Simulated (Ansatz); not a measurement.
# BeAgH3 (built on the sites of a database entry of NaBeH3): phonons and vibrational spectra, part 3 of 3

Aim: the phonons of BeAgH3 (built on the sites of a database entry of NaBeH3) at a cell relaxed beforehand at this level. After the zone centre comes a 4×4×4 q mesh on a 12×12×12 k mesh.

Ansatz 0.2.0; DFT PBEsol, scalar-relativistic, plane waves, PAW.

So far, highest frequency on the path or at a solved wavevector (cm⁻¹): step 3 (response at finite wavevector) 1570.

The structure was built from a prototype and need not be the compound's stable phase.

### 4. Finite displacements in a supercell

Finite displacements in a 2×2×2 supercell give force constants from forces alone. They are exact at the wavevectors that the supercell holds, where they check the linear-response result.

File input.yaml:

```yaml
crystal:
  lattice:
    - [3.3462488596, 0.0, 0.0]
    - [0.0, 3.3462488596, 0.0]
    - [0.0, 0.0, 3.3462488596]
  atoms:
    - { symbol: Ag, position: [0.5, 0.5, 0.5] }
    - { symbol: Be, position: [0.0, 0.0, 0.0] }
    - { symbol: H, position: [0.0, 0.0, 0.5] }
    - { symbol: H, position: [0.5, 0.0, 0.0] }
    - { symbol: H, position: [0.0, 0.5, 0.0] }
kpoints:
  mp_grid: { grid: [12, 12, 12] }
hamiltonian:
  xc: pbesol
scf:
  occupations: { method: methfessel_paxton, width: 0.2 }
output:
  eigenvalues: true
phonons:
  method: fd
  supercell: [2, 2, 2]
  temperatures: { t_max: 1000, t_step: 50 }
  qpath:
    path:
      - [[0.0, 0.0, 0.0], [0.0, 0.5, 0.0], [0.5, 0.5, 0.0], [0.0, 0.0, 0.0], [0.5, 0.5, 0.5], [0.0, 0.5, 0.0]]
      - [[0.5, 0.5, 0.5], [0.5, 0.5, 0.0]]
    npoints: 10
```

Command:

```console
$ ansatz run input.yaml --threads 4 --pin off --max-ram 14336MiB --backend cpu --events-out ev --progress --plain --runs-dir out
```

Numbers of over 12 decimals in the logs are rounded to 6 here.

The log of the run:

```text
[...]
Crystal: 40 atoms, lattice volume = 299.754 Å³
Basis set: ecut = 420 eV, 5887 PW (Γ), exchange–correlation on 90×90×90 points (8 copies of the dense FFT grid, shifted against one another)
Bands: 115, of which v1, the nominal top of the filled ones, is band 96 counted from 1 (95 counted from 0)
Symmetry: 384 space group operations
k-points: 20 of 216
[...]
SCF iter   1: F=—  HF=-61257.530777 eV  |F-HF|=—  |Δ(HF+E_count)|=         —  Δρ=8.04e-8  dr2=2.44e-11  ethr=1.00e-12  ⟨swp⟩=3.0  Hψ=5872  notcnv=0
[...]
SCF iter   2: F=-61257.530777 eV  HF=-61257.530777 eV  |F-HF|=2.18e-11  |Δ(HF+E_count)|=  1.46e-11  S|Δr|=    0.00e0  Δρ=4.90e-8  dr2=1.05e-11  ethr=1.00e-12  ⟨swp⟩=2.3  Hψ=3685  notcnv=0
SCF 1 converged in 2 iterations: F = -61257.530777 eV  dr2 = 1.05e-11
[...]
Crystal: 5 atoms, lattice volume = 37.469 Å³
Basis set: ecut = 420 eV, 739 PW (Γ), exchange–correlation on 48×48×48 points (8 copies of the dense FFT grid, shifted against one another)
Bands: 17, of which v1, the nominal top of the filled ones, is band 12 counted from 1 (11 counted from 0)
Symmetry: 48 space group operations
k-points: 84 of 1728
[...]
SCF iter   2: F=-7657.191347 eV  HF=-7657.191347 eV  |F-HF|=1.36e-11  |Δ(HF+E_count)|=   4.40e-5  S|Δr|=    0.00e0  Δρ=6.79e-7  dr2=7.41e-11  ethr=1.00e-12  ⟨swp⟩=5.2  Hψ=5643  notcnv=0
SCF 2 converged in 2 iterations: F = -7657.191347 eV  dr2 = 7.41e-11
[...]
Symmetry: 6 space group operations
k-points: 32 of 216 (time reversal used)
[...]
SCF iter   9: F=-61257.530768 eV  HF=-61257.530768 eV  |F-HF|=1.46e-11  |Δ(HF+E_count)|=  1.46e-11  S|Δr|=    0.00e0  Δρ=1.14e-8  dr2=7.01e-13  ethr=1.00e-12  ⟨swp⟩=4.2  Hψ=12080  notcnv=0
SCF 3 converged in 9 iterations: F = -61257.530768 eV  dr2 = 7.01e-13
Symmetry: 4 space group operations
k-points: 52 of 216 (time reversal used)
[...]
SCF iter   8: F=-61257.530780 eV  HF=-61257.530780 eV  |F-HF|=2.18e-11  |Δ(HF+E_count)|=  2.18e-11  S|Δr|=    0.00e0  Δρ=2.03e-8  dr2=1.63e-12  ethr=1.00e-12  ⟨swp⟩=4.8  Hψ=21415  notcnv=0
SCF 4 converged in 8 iterations: F = -61257.530780 eV  dr2 = 1.63e-12
Symmetry: 8 space group operations
k-points: 40 of 216 (time reversal used)
[...]
SCF iter   8: F=-61257.530767 eV  HF=-61257.530767 eV  |F-HF|=1.46e-11  |Δ(HF+E_count)|=  7.28e-12  S|Δr|=    0.00e0  Δρ=2.14e-8  dr2=1.36e-12  ethr=1.00e-12  ⟨swp⟩=4.0  Hψ=17722  notcnv=0
SCF 5 converged in 8 iterations: F = -61257.530767 eV  dr2 = 1.36e-12
[...]
SCF iter  10: F=-61257.530767 eV  HF=-61257.530767 eV  |F-HF|=7.28e-12  |Δ(HF+E_count)|=  1.46e-11  S|Δr|=    0.00e0  Δρ=1.29e-9  dr2=4.77e-15  ethr=1.00e-12  ⟨swp⟩=4.0  Hψ=14175  notcnv=0
SCF 6 converged in 10 iterations: F = -61257.530767 eV  dr2 = 4.77e-15
[...]
SCF iter   8: F=-61257.530772 eV  HF=-61257.530772 eV  |F-HF|=0.00e0  |Δ(HF+E_count)|=    0.00e0  S|Δr|=    0.00e0  Δρ=2.82e-8  dr2=2.68e-12  ethr=1.00e-12  ⟨swp⟩=4.6  Hψ=19880  notcnv=0
SCF 7 converged in 8 iterations: F = -61257.530772 eV  dr2 = 2.68e-12
SCF converged after 2 iterations
[...]
Free energy (F): -61257.530777 eV
[...]
Internal energy: -61257.531627 eV  (E = F + TS)
E sigma→0 (E₀):  -61257.530990 eV
Entropy (-TS):   0.000850 eV (0.021 meV/atom)
Fermi energy:    10.662912 eV
[...]
--- Band table (eV; the first three rows and the last of 20) ---
  k-point 0: bands = [... 92 lower, 9.6702, 9.6702, 10.4517, 10.6582, 10.6582, 10.6582, 10.8339, 10.8339, ... 15 higher]
  k-point 1: bands = [... 92 lower, 9.5894, 9.7583, 9.9615, 10.6565, 10.6996, 10.7631, 10.8722, 10.8722, ... 15 higher]
  k-point 2: bands = [... 92 lower, 9.3920, 9.3920, 9.9881, 10.5657, 10.8306, 11.2145, 11.4474, 11.4954, ... 15 higher]
  k-point 19: bands = [... 92 lower, 8.3534, 8.3534, 8.3534, 8.3534, 11.4177, 11.4177, 11.4177, 11.4177, ... 15 higher]
--- Phonons: 5 displaced members + reference (amplitude 0.0025 Å, Σ member SCF iterations 43) ---
  symmetry images taken by strict's conditions (phonons.symmetry_images: auto; settled by no image being taken that strict refuses)
  ASR residual: 7.730e-5 → 0.000e0 eV/Å²; symmetrization residual: 7.590e-5 eV/Å²
  largest component of a force at the reference: 1.7e-27 eV/Å
  ASR residual per site (eV/Å²): 7.73e-5 5.85e-6 4.83e-5 4.83e-5 4.83e-5
[...]
```

It took 2.2 min on 4 threads of Intel Xeon Platinum 8259CL at 2.50GHz (Skylake/Cascade Lake), shared host; peak memory 2 GiB.

This step gave:

```yaml
atoms_in_the_supercell: 40
sum_rule_residual_before_enforcement: 7.73e-5 eV/Å²
```

Interpolated from a 2×2×2 supercell, rough between the solved points. The phonon branches at the labelled points (cm⁻¹):

```
    point  branch 1  branch 2  branch 3  branch 4  branch 12  branch 13  branch 14  branch 15
        Γ      -467      -467      -467         0        683       1058       1058       1058
  halfway      -319      -319       -46       -46        697       1031       1031       1131
        X      -128      -128       -74       -74        902       1006       1006       1228
  halfway      -583       -77       -65       -58        840        956        961       1370
        M      -896      -161       -80       -70        833        890        947       1460
  halfway      -409      -110       -53       -53        865        925        998       1265
        Γ      -467      -467      -467         0        683       1058       1058       1058
  halfway      -396      -396      -216       -61        873        941        941       1378
        R      -775      -775      -775       -70        998        998        998       1570
  halfway      -546      -514      -315       -68        921        932        977       1463
        X      -128      -128       -74       -74        902       1006       1006       1228
jump to R      -775      -775      -775       -70        998        998        998       1570
  halfway      -837      -472      -472      -118        967        967        973       1526
        M      -896      -161       -80       -70        833        890        947       1460
```

The phonon density of states has structure finer than the step of the table below, so its rows give means over 50 cm⁻¹, whole bins alone (the curve runs from -890 to 1570 cm⁻¹). Peaks (cm⁻¹: height): -70.0: 0.0736, 330.0: 0.0166, 950.0: 0.0303.

Tetrahedra on a 18×18×18 mesh, mean over bins of 20 cm-1. Interpolated from a 2×2×2 supercell, rough between the solved points. Phonon density of states against wavenumber; means over each step:

| wavenumber (cm⁻¹) | phonon density of states (1/cm⁻¹/cell) |
| --- | --- |
| -850 | 7.9e-4 |
| -800 | 0.00143 |
| -750 | 0.00201 |
| -700 | 0.00205 |
| -650 | 0.00208 |
| -600 | 0.00207 |
| -550 | 0.00211 |
| -500 | 0.00213 |
| -450 | 0.00256 |
| -400 | 0.00324 |
| -350 | 0.00420 |
| -300 | 0.00381 |
| -250 | 0.00318 |
| -200 | 0.00308 |
| -150 | 0.00386 |
| -100 | 0.0180 |
| -50 | 0.0361 |
| 0 | 0.00529 |
| 50 | 0.00430 |
| 100 | 0.00691 |
| 150 | 0.00768 |
| 200 | 0.00985 |
| 250 | 0.0132 |
| 300 | 0.0143 |
| 350 | 0.00996 |
| 400 | 0.00819 |
| 450 | 0.00886 |
| 500 | 0.00525 |
| 550 | 0.00475 |
| 600 | 0.00774 |
| 650 | 0.00465 |
| 700 | 0.00444 |
| 750 | 0.00615 |
| 800 | 0.00739 |
| 850 | 0.00672 |
| 900 | 0.0135 |
| 950 | 0.0244 |
| 1000 | 0.0116 |
| 1050 | 0.00196 |
| 1100 | 5.3e-4 |
| 1150 | 9.3e-4 |
| 1200 | 0.00141 |
| 1250 | 0.00205 |
| 1300 | 0.00240 |
| 1350 | 0.00272 |
| 1400 | 0.00313 |
| 1450 | 0.00334 |
| 1500 | 0.00229 |

At Γ the two methods differ by at most 0.0 cm⁻¹.

### 5. Summary of results

| Quantity | Value |
| --- | --- |
| space group (within 0.01 Å) | Pm-3m |
| volume per atom | 7.49 Å³ |
| electronic character | no gap on this mesh |
| highest optical mode at the zone centre (no LO-TO term) | 1058 cm⁻¹ |
| lowest optical zone-centre mode | -467 cm⁻¹ |
| lowest mode on the q mesh (acoustic modes at Γ apart) | -896 cm⁻¹ |
| highest frequency on the path or at a solved wavevector | 1570 cm⁻¹ |
| imaginary modes on the 4×4×4 q mesh | yes |

In words: Modes are clearly imaginary (beyond 10i cm⁻¹) at 10 of the 10 irreducible wavevectors, most at q = (0, -0.5, -0.5) (895.6i cm⁻¹), so this structure is not a minimum of the energy. The optical modes at Γ span -467 to 1058 cm⁻¹ (negative means imaginary). The highest mode in this list at Γ, 1058.3 cm⁻¹, is mostly motion of H (100 % of the kinetic energy). Finite displacements and linear response differ by 0.0 cm⁻¹ in the highest zone-centre mode. With no gap, or one that is small against the smearing, the frequencies hang on the k mesh and the smearing, most of all near Kohn anomalies. A phonon run warned that its eigensolver left some bands unconverged in a pass. The starting cell was built on a prototype and not taken from a measurement, so the phase need not exist. These are harmonic frequencies at zero temperature: anharmonic shifts, linewidths and thermal expansion are left out.

[Logs are printed without paths, hosts, clocks, repeated set-up lines and the standing remarks that a program may print on its own settings, such as how far it seeks lower states.]

[Hosts, paths, dates, database ids (printed as entryN), source tags and the programs' standing remarks are cut or masked in the printed files.]
